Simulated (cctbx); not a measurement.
**A crystallographic session in cctbx: Eu2I3Cl3**

Library: cctbx 2025.11. The data are simulated by the first script.

## 1. Simulate the data

run.py:

```python
from cctbx import adptbx, crystal, miller, sgtbx, xray
from cctbx.array_family import flex
from iotbx.shelx import hklf
from scitbx import matrix
import scitbx.random

cs = crystal.symmetry(unit_cell=(7.936, 4.615, 7.9887, 90, 118.9374, 90), space_group_symbol='Hall: P -2y')  # Pm
atoms = [  # label, site, U (iso, or U11 U22 U33 U12 U13 U23 in A^2), occupancy
    ("Eu1", (0.3268, 0.5, 0.6655), (0.0087, 0.0079, 0.0086, 0.0000, 0.0050, 0.0000), 1),
    ("Eu2", (0.6601, 0, 0.3327), (0.0082, 0.0088, 0.0071, 0.0000, 0.0059, 0.0000), 1),
    ("I1", (0.6085, 0, 0.6976), (0.0061, 0.0074, 0.0050, 0.0000, 0.0009, 0.0000), 1),
    ("I2", (0.387, 0.5, 0.2972), (0.0100, 0.0188, 0.0127, 0.0000, 0.0044, 0.0000), 1),
    ("I3", (0.3004, 0, 0.9113), (0.0091, 0.0076, 0.0085, 0.0000, 0.0042, 0.0000), 1),
    ("Cl1", (0.6916, 0.5, 0.0883), (0.0142, 0.0102, 0.0203, 0.0000, 0.0114, 0.0000), 1),
    ("Cl2", (0.9209, 0.5, 0.6139), (0.0103, 0.0120, 0.0143, 0.0000, 0.0055, 0.0000), 1),
    ("Cl3", (0.086, 0, 0.3987), (0.0031, 0.0199, 0.0289, 0.0000, 0.0036, 0.0000), 1),
]
xs = xray.structure(crystal_symmetry=cs)
for label, site, u, occ in atoms:
    u = adptbx.u_cif_as_u_star(cs.unit_cell(), u) if isinstance(u, tuple) else u
    xs.add_scatterer(xray.scatterer(label, site=site, u=u, occupancy=occ))
xs.set_inelastic_form_factors(0.71073, "sasaki")
xs.show_summary()
p1 = xs.expand_to_p1()
ms = miller.build_set(p1, anomalous_flag=True, d_min=0.75)
flex.set_random_seed(315123)
scitbx.random.set_random_seed(315123)
ms = ms.select(flex.random_double(ms.size()) < 0.95)
i = ms.structure_factors_from_scatterers(p1, algorithm="direct").f_calc().as_intensity_array().data()
i = i * 20000 / flex.max(i)
sig = flex.sqrt(i + flex.pow2(0.04 * i) + 8 ** 2)
noise = scitbx.random.variate(scitbx.random.normal_distribution())(i.size())
data = ms.array(data=i + sig * noise, sigmas=sig).set_observation_type_xray_intensity()
with open("data.hkl", "w") as f:
    data.export_as_shelx_hklf(f)
print("reflections written:", data.size(), " <I/sigma> = %.1f" % flex.mean(data.data() / data.sigmas()))
for h, a, b in list(data.sort("data"))[:12]:
    print("%4d%4d%4d %9.1f %7.1f" % (h + (a, b)))
```

```console
$ python run.py
```

```text
Number of scatterers: 8
At special positions: 8
Unit cell: (7.936, 4.615, 7.9887, 90, 118.937, 90)
Space group: P 1 m 1 (No. 6)
reflections written: 2435  <I/sigma> = 15.8
   0   2   0   20033.9   812.4
   0  -2   0   19783.1   812.4
   2   1  -2   13645.4   539.8
  -2  -1   2   13582.9   538.8
  -2   1   2   12693.5   538.8
   2  -1  -2   11832.0   539.8
  -3   0   0   10900.5   438.8
   3   0   0   10207.4   439.5
  -2   1  -3   10113.2   406.3
   3   1  -5    9933.1   397.2
   2   1   3    9874.2   407.7
   0   0   3    9829.9   386.2
```

It took 0.21 s on 1 thread of Arm Neoverse V2 (shared host), peak memory 0.07 GiB.

## 2. Symmetry

run.py:

```python
from cctbx import crystal, sgtbx, statistics
from cctbx.array_family import flex
from iotbx.shelx import hklf

p1 = crystal.symmetry(unit_cell=(7.936, 4.615, 7.9887, 90, 118.9374, 90), space_group_symbol="P 1")
raw = hklf.reader(file_name="data.hkl").as_miller_arrays(crystal_symmetry=p1, anomalous=True)[0]
print(raw.size(), "reflections to d = %.3f A" % raw.d_min())
isig = raw.data() / raw.sigmas()
print("centring   violations  <I/sigma> of those")
best = "P"
for c in "ABCIRF":
    a = raw.customized_copy(space_group_info=sgtbx.space_group_info("Hall: %s 1" % c)).sys_absent_flags().data()
    m = flex.mean(isig.select(a))
    print("%5s %10d of %5d %8.1f" % (c, (isig.select(a) > 4).count(True), a.count(True), m))
    if (isig.select(a) > 4).count(True) < 0.01 * a.count(True):
        best = c
raw = raw.select(~raw.customized_copy(space_group_info=sgtbx.space_group_info("Hall: %s 1" % best)).sys_absent_flags().data())
isig = raw.data() / raw.sigmas()
rows = []
for s in sgtbx.space_group_symbol_iterator():
    g = sgtbx.space_group(s)
    if g.conventional_centring_type_symbol() != best or not g.is_compatible_unit_cell(p1.unit_cell(), 1e-3, 0.02):
        continue
    rows.append((s, g))
print("Laue class    unique    Rint  (classes that these axes allow; Friedel mates merged)")
rint = {}
for s, g in rows:
    laue = g.build_derived_patterson_group()
    key = laue.type().hall_symbol()
    if key not in rint:
        m = raw.customized_copy(space_group_info=laue.info(), anomalous_flag=False).merge_equivalents()
        rint[key] = m.r_int()
        print("%-14s %6d %7.3f" % (laue.type().lookup_symbol(), m.array().size(), m.r_int()))
floor = min(rint.values())
good = [(s, g) for s, g in rows if rint[g.build_derived_patterson_group().type().hall_symbol()] < 2 * floor + 0.03]
top = max(g.build_derived_patterson_group().order_z() for s, g in good)
print("space group    extra absences  I>4sigma  <I/sigma>")
for s, g in good:
    laue = g.build_derived_patterson_group()
    if laue.order_z() != top:
        continue
    a = raw.customized_copy(space_group_info=g.info()).sys_absent_flags().data()
    a &= ~raw.customized_copy(space_group_info=laue.info()).sys_absent_flags().data()
    bad = (isig.select(a) > 4).count(True)
    if bad <= 0.03 * a.count(True):
        print("%-16s %8d %10d %9s  %s" % (s.universal_hermann_mauguin(), a.count(True), bad, "%.1f" % flex.mean(isig.select(a)) if a.count(True) else "-", "centric" if g.is_centric() else "acentric"))
laue = max(good, key=lambda t: t[1].build_derived_patterson_group().order_z())[1].build_derived_patterson_group()
f = raw.customized_copy(space_group_info=laue.info(), anomalous_flag=False).merge_equivalents().array().eliminate_sys_absent().f_sq_as_f()
f.set_observation_type_xray_amplitude()
bins = max(3, min(8, f.size() // 12))
f.setup_binner(n_bins=bins)
w = statistics.wilson_plot(f, {e: n / laue.order_z() for e, n in {'Eu': 2.0, 'I': 3.0, 'Cl': 3.0}.items()}, e_statistics=True)
print("Wilson B = %.2f A^2   <|E^2-1|> = %.3f (0.968 centric, 0.736 acentric)   E^2>4: %.1f %%" % (w.wilson_b, w.mean_e_sq_minus_1, w.percent_e_sq_gt_2))
print("shell (A)         n   <I/sigma>")
m = raw.customized_copy(space_group_info=laue.info(), anomalous_flag=False).merge_equivalents().array().eliminate_sys_absent()
for b in m.setup_binner(n_bins=bins).range_used():
    sel = m.binner().selection(b)
    print("%5.2f - %4.2f %6d %8.1f" % (min(m.binner().bin_d_range(b)[0] if m.binner().bin_d_range(b)[0] > 0 else 99, 99), m.binner().bin_d_range(b)[1], sel.count(True), flex.mean((m.data() / m.sigmas()).select(sel))))
```

```console
$ python run.py
```

```text
2435 reflections to d = 0.750 A
centring   violations  <I/sigma> of those
    A       1171 of  1230     15.9
    B       1145 of  1207     15.7
    C       1160 of  1221     15.7
    I       1146 of  1223     15.8
    R       1518 of  1612     15.8
    F       1738 of  1829     15.8
Laue class    unique    Rint  (classes that these axes allow; Friedel mates merged)
P -1             1277   0.030
P 1 2/m 1         722   0.035
space group    extra absences  I>4sigma  <I/sigma>
P 1 2 1                 0          0         -  acentric
P 1 m 1                 0          0         -  acentric
P 1 2/m 1               0          0         -  centric
Wilson B = 0.73 A^2   <|E^2-1|> = 0.800 (0.968 centric, 0.736 acentric)   E^2>4: 2.5 %
shell (A)         n   <I/sigma>
 6.99 - 1.50    102     28.1
 1.50 - 1.19     92     29.4
 1.19 - 1.04     85     25.4
 1.04 - 0.94     91     26.7
 0.94 - 0.88     84     25.9
 0.88 - 0.83     91     20.8
 0.83 - 0.78     85     22.2
 0.78 - 0.75     92     24.7
```

Time: 0.22 s.

## 3. Charge flipping

run.py:

```python
import itertools
from cctbx import crystal, maptbx
from cctbx.array_family import flex
from iotbx.shelx import hklf
from smtbx.ab_initio import charge_flipping as cf

cs = crystal.symmetry(unit_cell=(7.936, 4.615, 7.9887, 90, 118.9374, 90), space_group_symbol='Hall: P -2y')  # Pm
raw = hklf.reader(file_name="data.hkl").as_miller_arrays(crystal_symmetry=cs, anomalous=True)[0]
merged = raw.eliminate_sys_absent().merge_equivalents()
fo2 = merged.array().set_observation_type_xray_intensity()
f = fo2.average_bijvoet_mates().f_sq_as_f().resolution_filter(d_min=0.8)
p1 = f.expand_to_p1()
p1.setup_binner_counting_sorted(reflections_per_bin=max(40, p1.size() // 12))
work = p1.array(data=p1.data() / p1.amplitude_quasi_normalisations().data())
flex.set_random_seed(72081)
it = cf.weak_reflection_improved_iterator(delta=None, weak_reflection_fraction=0.1)
it.start(work, phases=flex.random_double(p1.size()) * 6.2832, f_000=0)
it.delta = 1 * it.rho_map.sigma()
print("cycle      R  skewness")
for n, st in enumerate(itertools.islice(it, 200)):
    if n % 16 == 0:
        print("%5d %6.3f %8.2f" % (n, st.r1_factor(), st.rho_map.skewness()))
rho = p1.phase_transfer(it.f_calc).fft_map().apply_volume_scaling()
polish = cf.low_density_elimination_iterator(constant_rho_c=rho.sigma())
polish.start(f_obs=p1, phases=it.f_calc, f_000=0)
for _ in range(8):
    next(polish)
print("origin shift          correlation  skewness")
maps = []
for fc, shift, cc in itertools.islice(cf.f_calc_symmetrisations(f, polish.f_calc, 0), 4):
    m = f.phase_transfer(fc).fft_map(symmetry_flags=maptbx.use_space_group_symmetry, resolution_factor=0.25).apply_sigma_scaling()
    maps.append((m.skewness(), cc, m))
    print("%6.3f %6.3f %6.3f %10.3f %9.2f" % (tuple(shift) + (cc, m.skewness())))
skew, cc, m = max((t for t in maps if t[1] > maps[0][1] - 0.04), key=lambda t: t[0])
print("taken: symmetry correlation %.3f, skewness %.2f" % (cc, skew))
peaks = m.peak_search(parameters=maptbx.peak_search_parameters(min_distance_sym_equiv=0.9, max_clusters=13)).all()
sps = cs.special_position_settings(min_distance_sym_equiv=0.5)
print("peak      x       y       z  mult  height/sigma")
for k, (x, h) in enumerate(zip(peaks.sites(), peaks.heights())):
    ss = sps.site_symmetry(x)
    print("Q%-3d %7.4f %7.4f %7.4f %4d %8.1f" % ((k + 1,) + tuple(t % 1 for t in ss.exact_site()) + (ss.multiplicity(), h)))
```

```console
$ python run.py
```

```text
cycle      R  skewness
    0  0.536     0.16
   16  0.414     1.57
   32  0.423     1.74
   48  0.428     2.81
   64  0.439     4.03
   80  0.422     4.23
   96  0.439     3.88
  112  0.438     4.06
  128  0.427     3.95
  144  0.435     4.13
  160  0.440     3.86
  176  0.427     3.92
  192  0.436     3.87
origin shift          correlation  skewness
 0.000  0.208 -0.000      0.887      2.36
 0.000  0.208 -0.000      0.887      2.36
taken: symmetry correlation 0.887, skewness 2.36
peak      x       y       z  mult  height/sigma
Q1    0.9169  0.5000  0.6774    1     11.9
Q2    0.9590  0.0000  0.0059    1     11.0
Q3    0.9785  0.5000  0.3395    1      7.5
Q4    0.3299  0.0000  0.4202    1      7.3
Q5    0.6766  0.0000  0.2415    1      7.3
Q6    0.6900  0.5000  0.1059    1      6.9
Q7    0.7562  0.5000  0.6145    1      6.7
Q8    0.9938  0.0000  0.6275    1      6.0
Q9    0.0048  0.1989  0.9341    2      5.4
Q10   0.4643  0.0000  0.8812    1      5.4
Q11   0.8047  0.5000  0.4927    1      5.1
Q12   0.4380  0.0000  0.0567    1      5.0
Q13   0.6465  0.5000  0.9609    1      5.0
```

Time: 0.27 s.

## 4. Refinement (model from the peaks)

run.py:

```python
import math
from cctbx import adptbx, crystal, maptbx, sgtbx, xray
from cctbx.array_family import flex
from cctbx.xray import observations
from iotbx.shelx import hklf
from scitbx.lstbx import normal_eqns_solving
from smtbx import absolute_structure, utils
from smtbx.refinement import constraints, least_squares

cs = crystal.symmetry(unit_cell=(7.936, 4.615, 7.9887, 90, 118.9374, 90), space_group_symbol='Hall: P -2y')  # Pm
atoms = [  # label, site, U (iso, or U11 U22 U33 U12 U13 U23 in A^2), occupancy
    ("Eu1", (0.9169, 0.5, 0.6774), 0.0200, 1),
    ("Eu2", (0.959, 0, 0.0059), 0.0200, 1),
    ("I1", (0.9785, 0.5, 0.3395), 0.0200, 1),
    ("I2", (0.3299, 0, 0.4202), 0.0200, 1),
    ("I3", (0.6766, 0, 0.2415), 0.0200, 1),
    ("Cl1", (0.69, 0.5, 0.1059), 0.0200, 1),
    ("Cl2", (0.7562, 0.5, 0.6145), 0.0200, 1),
    ("Cl3", (0.9938, 0, 0.6275), 0.0200, 1),
]
xs = xray.structure(crystal_symmetry=cs)
for label, site, u, occ in atoms:
    u = adptbx.u_cif_as_u_star(cs.unit_cell(), u) if isinstance(u, tuple) else u
    xs.add_scatterer(xray.scatterer(label, site=site, u=u, occupancy=occ))
xs.set_inelastic_form_factors(0.71073, "sasaki")
raw = hklf.reader(file_name="data.hkl").as_miller_arrays(crystal_symmetry=cs, anomalous=True)[0]
merged = raw.eliminate_sys_absent().merge_equivalents()
fo2 = merged.array().set_observation_type_xray_intensity()
print("Rint %.3f, %d unique reflections to %.2f A" % (merged.r_int(), fo2.size(), fo2.d_min()))
for sc in xs.scatterers():
    sc.flags.set_grad_site(True)
    sc.flags.set_grad_u_aniso(sc.flags.use_u_aniso())
    sc.flags.set_grad_u_iso(sc.flags.use_u_iso())
obs = fo2.as_xray_observations()
extra = {}
rep = constraints.reparametrisation(xs, [], utils.connectivity_table(xs), **extra)
ls = least_squares.crystallographic_ls(obs, rep, weighting_scheme=least_squares.mainstream_shelx_weighting(a=0, b=0))
print("cycle     R1     wR2    GooF  max shift (A)")
for cycle in range(6):
    ls.build_up()
    r1, wr2, goof = ls.r1_factor(cutoff_factor=2)[0], ls.wR2(), ls.goof()
    old = xs.sites_cart()
    normal_eqns_solving.levenberg_marquardt_iterations(ls, n_max_iterations=3, tau=0.0001, step_threshold=1e-7)
    big = flex.max((xs.sites_cart() - old).norms())
    print("%4d %7.4f %7.4f %7.3f %9.5f" % (cycle + 1, r1, wr2, goof, big))
    ls.build_up(objective_only=True)
    if abs(ls.wR2() - wr2) < 5e-5 and big < 5e-4:
        break
ls.build_up()
print("final R1 %.4f wR2 %.4f GooF %.3f  parameters %d  data/parameter %.1f" % (ls.r1_factor(cutoff_factor=2)[0], ls.wR2(), ls.goof(), ls.n_parameters, fo2.size() / ls.n_parameters))
cov = ls.covariance_matrix_and_annotations()
su = dict(zip(cov.annotations, (math.sqrt(max(v, 0)) for v in cov.matrix.matrix_packed_u_diagonal())))
a2 = cs.unit_cell().reciprocal_parameters()[0] ** -2
print("atom        x        y        z      Ueq    occ   su(xyz)  su(Uiso or U11)")
for sc in xs.scatterers():
    s = max(su.get(sc.label + k, 0) for k in (".x", ".y", ".z"))
    npd = "" if sc.is_positive_definite_u(cs.unit_cell()) else "  NPD"
    print("%-5s %8.5f %8.5f %8.5f %8.4f %6.3f %8.5f %7.4f%s" % ((sc.label,) + sc.site + (sc.u_iso_or_equiv(cs.unit_cell()), sc.occupancy, s, su.get(sc.label + ".uiso", su.get(sc.label + ".u11", 0) * a2), npd)))
fo = fo2.f_sq_as_f()
fc = fo.structure_factors_from_scatterers(xs, algorithm="direct").f_calc()
diff = fo.f_obs_minus_f_calc(1 / math.sqrt(ls.scale_factor()), fc).average_bijvoet_mates()
m = diff.fft_map(symmetry_flags=maptbx.use_space_group_symmetry, resolution_factor=0.25).apply_volume_scaling()
print("difference map: max %.2f min %.2f rms %.2f" % (m.statistics().max(), m.statistics().min(), m.statistics().sigma()))
peaks = m.peak_search(parameters=maptbx.peak_search_parameters(min_distance_sym_equiv=0.6, max_clusters=5)).all()
near = xs.closest_distances(peaks.sites(), distance_cutoff=4)
sps = cs.special_position_settings(min_distance_sym_equiv=0.5)
for k, (x, h) in enumerate(zip(peaks.sites(), peaks.heights())):
    ss = sps.site_symmetry(x)
    print("Q%-3d %7.4f %7.4f %7.4f %4d %7.2f  %.2f A from %s" % ((k + 1,) + tuple(t % 1 for t in ss.exact_site()) + (ss.multiplicity(), h, near.smallest_distances[k], xs.scatterers()[near.i_seqs[k]].label)))
```

```console
$ python run.py
```

```text
Rint 0.028, 1422 unique reflections to 0.75 A
cycle     R1     wR2    GooF  max shift (A)
   1  0.6529  0.8992  18.871   0.05739
   2  0.6137  0.8756  18.377   0.03432
   3  0.5919  0.8616  18.082   0.02570
   4  0.5754  0.8500  17.839   0.02611
   5  0.5608  0.8389  17.607   0.02330
   6  0.5480  0.8286  17.391   0.01790
final R1 0.5379 wR2 0.8198 GooF 17.206  parameters 24  data/parameter 59.2
atom        x        y        z      Ueq    occ   su(xyz)  su(Uiso or U11)
Eu1    0.92673  0.50000  0.69805   0.0262  1.000  0.00303  0.0053
Eu2    0.96571  0.00000 -0.00202   0.0223  1.000  0.00276  0.0054
I1     0.97295  0.50000  0.32293   0.0056  1.000  0.00302  0.0038
I2     0.31783  0.00000  0.40612   0.0218  1.000  0.00372  0.0053
I3     0.67156  0.00000  0.25418   0.0036  1.000  0.00239  0.0039
Cl1    0.68218  0.50000  0.10797   0.0198  1.000  0.01242  0.0164
Cl2    0.75855  0.50000  0.61251   0.0206  1.000  0.01319  0.0178
Cl3    0.99237  0.00000  0.62731   0.0156  1.000  0.01232  0.0190
difference map: max 193.71 min -101.19 rms 12.84
Q1    0.6777  0.0000  0.2579    1  202.52  0.04 A from I3
Q2    0.9580  0.5000  0.3081    1  171.70  0.12 A from I1
Q3    0.9203  0.5000  0.6977    1  159.96  0.05 A from Eu1
Q4    0.9623  0.0000  0.9896    1  146.02  0.06 A from Eu2
Q5    0.3176  0.0000  0.4052    1  124.71  0.01 A from I2
```

Time: 0.55 s.

Figures of merit this high mean that the model is still wrong or incomplete.

## 5. Charge flipping

run.py, as its changes from the last script of this kind:

```diff
@@ -13,3 +13,2 @@
-p1.setup_binner_counting_sorted(reflections_per_bin=max(40, p1.size() // 12))
-work = p1.array(data=p1.data() / p1.amplitude_quasi_normalisations().data())
-flex.set_random_seed(72081)
+work = p1
+flex.set_random_seed(72082)
@@ -20,2 +19,2 @@
-for n, st in enumerate(itertools.islice(it, 200)):
-    if n % 16 == 0:
+for n, st in enumerate(itertools.islice(it, 400)):
+    if n % 33 == 0:
```

```console
$ python run.py
```

```text
cycle      R  skewness
    0  0.521     0.44
   33  0.299     6.03
   66  0.280     5.67
   99  0.266     5.55
  132  0.261     5.47
  165  0.264     5.59
  198  0.254     5.50
  231  0.262     5.46
  264  0.281     5.71
  297  0.258     5.53
  330  0.264     5.54
  363  0.257     5.49
  396  0.264     5.55
origin shift          correlation  skewness
 0.000 -0.005 -0.000      0.936      4.15
 0.000  0.327 -0.000      0.781      2.05
taken: symmetry correlation 0.936, skewness 4.15
peak      x       y       z  mult  height/sigma
Q1    0.2757  0.0000  0.1681    1     18.6
Q2    0.3337  0.0000  0.7959    1     13.5
Q3    0.3718  0.5000  0.5500    1      9.6
Q4    0.6264  0.0000  0.5758    1      8.7
Q5    0.6060  0.5000  0.8216    1      8.4
Q6    0.5540  0.5000  0.1949    1      8.2
Q7    0.0032  0.5000  0.1259    1      8.0
Q8    0.0832  0.5000  0.7750    1      5.4
Q9    0.8197  0.0000  0.4665    1      4.9
Q10   0.0234  0.0000  0.8368    1      4.5
Q11   0.4176  0.3444  0.9505    2      4.0
Q12   0.9729  0.0000  0.3737    1      3.9
Q13   0.6628  0.1243  0.7279    2      3.7
```

Time: 0.3 s.

## 6. Refinement (model from the peaks)

run.py, as its changes from the last script of this kind:

```diff
@@ -12,8 +12,8 @@
-    ("Eu1", (0.9169, 0.5, 0.6774), 0.0200, 1),
-    ("Eu2", (0.959, 0, 0.0059), 0.0200, 1),
-    ("I1", (0.9785, 0.5, 0.3395), 0.0200, 1),
-    ("I2", (0.3299, 0, 0.4202), 0.0200, 1),
-    ("I3", (0.6766, 0, 0.2415), 0.0200, 1),
-    ("Cl1", (0.69, 0.5, 0.1059), 0.0200, 1),
-    ("Cl2", (0.7562, 0.5, 0.6145), 0.0200, 1),
-    ("Cl3", (0.9938, 0, 0.6275), 0.0200, 1),
+    ("Eu1", (0.2757, 0, 0.1681), 0.0200, 1),
+    ("Eu2", (0.3337, 0, 0.7959), 0.0200, 1),
+    ("I1", (0.3718, 0.5, 0.55), 0.0200, 1),
+    ("I2", (0.6264, 0, 0.5758), 0.0200, 1),
+    ("I3", (0.606, 0.5, 0.8216), 0.0200, 1),
+    ("Cl1", (0.554, 0.5, 0.1949), 0.0200, 1),
+    ("Cl2", (0.0032, 0.5, 0.1259), 0.0200, 1),
+    ("Cl3", (0.0832, 0.5, 0.775), 0.0200, 1),
```

```console
$ python run.py
```

```text
Rint 0.028, 1422 unique reflections to 0.75 A
cycle     R1     wR2    GooF  max shift (A)
   1  0.3232  0.6393  13.417   0.04283
   2  0.2429  0.5315  11.155   0.03048
   3  0.2137  0.4872  10.225   0.02337
   4  0.2031  0.4677   9.816   0.01863
   5  0.1972  0.4547   9.543   0.01541
   6  0.1933  0.4448   9.336   0.01302
final R1 0.1899 wR2 0.4367 GooF 9.165  parameters 24  data/parameter 59.2
atom        x        y        z      Ueq    occ   su(xyz)  su(Uiso or U11)
Eu1    0.27634  0.00000  0.16075   0.0029  1.000  0.00059  0.0009
Eu2    0.33132  0.00000  0.79538   0.0048  1.000  0.00051  0.0010
I1     0.35905  0.50000  0.54912   0.0421  1.000  0.00132  0.0031
I2     0.63764  0.00000  0.58211   0.0065  1.000  0.00071  0.0011
I3     0.61222  0.50000  0.82772   0.0072  1.000  0.00071  0.0014
Cl1    0.54795  0.50000  0.19568   0.0055  1.000  0.00311  0.0049
Cl2    0.00574  0.50000  0.12478   0.0170  1.000  0.00400  0.0057
Cl3    0.06486  0.50000  0.77110   0.0099  1.000  0.00314  0.0049
difference map: max 47.74 min -28.92 rms 2.89
Q1    0.2742  0.0000  0.1597    1   48.43  0.01 A from Eu1
Q2    0.8611  0.0000  0.1013    1   40.04  2.54 A from Cl2
Q3    0.0251  0.5000  0.8859    1   37.74  1.10 A from Cl3
Q4    0.3280  0.0000  0.7941    1   33.28  0.02 A from Eu2
Q5    0.6454  0.0000  0.5869    1   23.75  0.05 A from I2
```

It took 0.53 s on 1 thread of Arm Neoverse V2, with other jobs on the host, peak memory 0.09 GiB.

Figures of merit this high mean that the model is still wrong or incomplete.

[Logs are printed without paths, hosts, clocks, repeated set-up lines and the standing remarks that a program may print on its own settings, such as how far it seeks lower states.]
